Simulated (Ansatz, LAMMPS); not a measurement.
**Poly(vinylidene fluoride) with Li+ BF4- (capped chains of 10 units), relaxed from a frame at 300 K (142 atoms), the relaxed geometry**

The starting structure: 2 poly(vinylidene fluoride) chains of 10 units with methyl end groups, 1 Li+, 1 BF4- placed at random, at 1.69 g/cm³; overlaps pushed apart, then 20 ps at 800 K with stiff harmonic cages for PF6 and BF4 with UFF radii; Joung-Cheatham ions (J. Phys. Chem. B 112, 9020 (2008)); MMFF94 bonds, angles, torsions, charges and radii (Halgren, J. Comput. Chem. 17, 490 (1996)) in harmonic and 12-6 forms; charges of ions scaled by 0.8. Snapshot after 30 ps at 300 K and fixed volume.

Geometry: the relaxed geometry. Computed with Ansatz 0.2.0: Kohn-Sham DFT, LDA, PAW (set soft_2), plane waves; cutoff 420 eV, Γ point, gaussian smearing of 0.05 eV; density 1.69 g/cm³.

Cell vectors (Å):

```
11.217 0.000 0.000
0.000 11.217 0.000
0.000 0.000 11.217
```

Positions (Å):

```
1 C 6.485 7.248 7.866
2 C 6.318 8.552 7.125
3 C 4.925 9.101 7.141
4 F 4.078 8.213 6.511
5 F 4.892 10.222 6.349
6 C 4.376 9.416 8.505
7 C 3.020 10.065 8.564
8 F 3.076 0.081 7.966
9 F 2.766 10.328 9.883
10 C 1.869 9.283 7.992
11 C 0.498 9.738 8.423
12 F 0.298 9.385 9.737
13 F 10.815 9.005 7.723
14 C 0.205 11.214 8.279
15 C 9.961 0.323 8.109
16 F 9.579 11.217 6.847
17 F 9.200 10.756 8.941
18 C 9.550 1.744 8.410
19 C 10.277 2.824 7.666
20 F 9.821 4.025 8.218
21 F 0.376 2.790 8.000
22 C 10.180 2.897 6.166
23 C 8.801 3.107 5.587
24 F 8.158 4.094 6.276
25 F 8.043 1.989 5.780
26 C 8.744 3.519 4.136
27 C 9.376 2.626 3.084
28 F 8.528 2.632 2.006
29 F 9.414 1.328 3.505
30 C 10.743 3.068 2.621
31 C 0.215 2.201 1.589
32 F 10.544 1.782 0.636
33 F 0.646 1.047 2.192
34 C 1.418 2.797 0.890
35 C 1.187 4.139 0.245
36 F 11.173 4.143 10.847
37 F 1.094 5.059 1.255
38 C 2.234 4.560 10.466
39 C 2.201 6.001 10.014
40 F 3.060 6.134 8.972
41 F 0.946 6.265 9.440
42 C 2.490 7.063 11.013
43 H 7.517 6.884 7.747
44 H 6.288 7.348 8.947
45 H 5.814 6.464 7.479
46 H 6.985 9.334 7.530
47 H 6.585 8.433 6.060
48 H 5.081 10.082 9.033
49 H 4.332 8.474 9.077
50 H 1.915 9.300 6.892
51 H 1.963 8.221 8.276
52 H 0.750 0.410 7.416
53 H 0.610 0.507 9.167
54 H 9.710 1.929 9.487
55 H 8.472 1.820 8.193
56 H 10.832 3.730 5.851
57 H 10.590 1.962 5.749
58 H 9.190 4.526 4.079
59 H 7.671 3.613 3.894
60 H 0.201 3.149 3.489
61 H 10.642 4.093 2.233
62 H 2.241 2.904 1.618
63 H 1.744 2.060 0.135
64 H 2.140 3.925 9.567
65 H 3.234 4.367 10.891
66 H 2.481 8.047 10.521
67 H 3.485 6.888 0.233
68 H 1.741 7.066 0.596
69 C 2.819 7.121 3.279
70 C 4.253 6.759 3.568
71 C 4.395 5.395 4.173
72 F 5.720 5.172 4.439
73 F 4.066 4.459 3.224
74 C 3.563 5.163 5.410
75 C 3.944 3.969 6.240
76 F 5.160 4.225 6.812
77 F 3.064 3.874 7.278
78 C 4.072 2.622 5.576
79 C 2.811 1.994 5.061
80 F 1.930 1.782 6.085
81 F 2.157 2.860 4.221
82 C 2.974 0.668 4.364
83 C 4.027 0.630 3.292
84 F 5.259 0.659 3.900
85 F 3.975 1.758 2.533
86 C 3.929 10.635 2.409
87 C 4.894 10.566 1.250
88 F 4.626 9.380 0.611
89 F 4.604 0.329 0.358
90 C 6.351 10.600 1.613
91 C 7.302 10.809 0.468
92 F 7.303 0.917 0.125
93 F 6.872 10.153 10.561
94 C 8.726 10.445 0.771
95 C 9.057 8.990 0.945
96 F 10.347 8.946 1.360
97 F 8.325 8.461 1.987
98 C 8.863 8.136 10.933
99 C 9.337 6.721 11.068
100 F 9.331 6.180 9.769
101 F 10.630 6.726 0.225
102 C 8.619 5.775 0.775
103 C 7.228 5.316 0.407
104 F 6.626 4.914 1.559
105 F 6.495 6.388 11.186
106 C 7.206 4.193 10.619
107 C 5.853 3.719 10.156
108 F 5.171 4.771 9.615
109 F 5.106 3.327 0.023
110 C 5.895 2.603 9.168
111 H 2.320 6.320 2.711
112 H 2.756 8.032 2.664
113 H 2.235 7.294 4.197
114 H 4.870 6.743 2.651
115 H 4.713 7.473 4.273
116 H 2.506 5.077 5.113
117 H 3.642 6.043 6.071
118 H 4.515 1.930 6.312
119 H 4.786 2.719 4.744
120 H 3.240 11.129 5.122
121 H 1.994 0.413 3.930
122 H 4.062 9.736 3.035
123 H 2.914 10.595 1.978
124 H 6.541 0.194 2.332
125 H 6.596 9.657 2.124
126 H 9.351 10.832 11.168
127 H 9.029 10.967 1.696
128 H 7.799 8.144 10.656
129 H 9.436 8.598 10.111
130 H 9.257 4.882 0.873
131 H 8.556 6.269 1.759
132 H 7.783 4.504 9.732
133 H 7.734 3.339 11.078
134 H 6.430 2.925 8.261
135 H 6.377 1.724 9.617
136 H 4.862 2.347 8.885
137 B 11.188 6.333 5.990
138 F 10.820 5.683 4.829
139 F 0.720 7.448 5.734
140 F 0.703 5.433 6.819
141 F 10.049 6.635 6.781
142 Li 10.715 5.742 8.308
```

Q: Give the Löwdin charge of every atom.

Charges in e, in the order of the atoms, ten a line:

```
-0.486 -0.311 +0.611 -0.268 -0.266 -0.349 +0.611 -0.262 -0.255 -0.353
+0.616 -0.263 -0.231 -0.363 +0.621 -0.242 -0.258 -0.346 +0.613 -0.277
-0.234 -0.360 +0.622 -0.248 -0.256 -0.362 +0.613 -0.258 -0.252 -0.355
+0.621 -0.257 -0.261 -0.352 +0.602 -0.259 -0.247 -0.353 +0.618 -0.233
-0.292 -0.504 +0.211 +0.178 +0.202 +0.215 +0.215 +0.232 +0.224 +0.241
+0.219 +0.230 +0.228 +0.227 +0.228 +0.229 +0.231 +0.236 +0.245 +0.231
+0.218 +0.244 +0.231 +0.236 +0.238 +0.205 +0.220 +0.227 -0.492 -0.312
+0.615 -0.263 -0.267 -0.355 +0.623 -0.251 -0.252 -0.357 +0.618 -0.253
-0.256 -0.355 +0.606 -0.256 -0.241 -0.348 +0.623 -0.266 -0.242 -0.369
+0.616 -0.252 -0.257 -0.350 +0.621 -0.243 -0.265 -0.355 +0.615 -0.285
-0.224 -0.352 +0.622 -0.244 -0.258 -0.355 +0.623 -0.257 -0.261 -0.514
+0.193 +0.183 +0.205 +0.202 +0.194 +0.228 +0.225 +0.232 +0.235 +0.233
+0.231 +0.221 +0.235 +0.244 +0.234 +0.230 +0.236 +0.230 +0.233 +0.209
+0.242 +0.220 +0.227 +0.210 +0.212 +0.215 +0.820 -0.350 -0.335 -0.388
-0.381 +0.771
```

Forces are small here, 0.0061 eV/Å r.m.s. The Löwdin charges lack the electrons that the projection spills, 0.034 e an atom on average.

[Long decimals in the printed logs are rounded to 6 places.]

[Logs are printed without paths, hosts, clocks, repeated set-up lines and the standing remarks that a program may print on its own settings, such as how far it seeks lower states.]

[Hosts, paths, dates, database ids (printed as entryN), source tags and the programs' standing remarks are cut or masked in the printed files.]

[The MMFF94 radii named for the starting cell were scaled by 0.96; in molecules described by MMFF94, hydrogen bound to N, O or S took a small fixed 12-6 site in their place.]
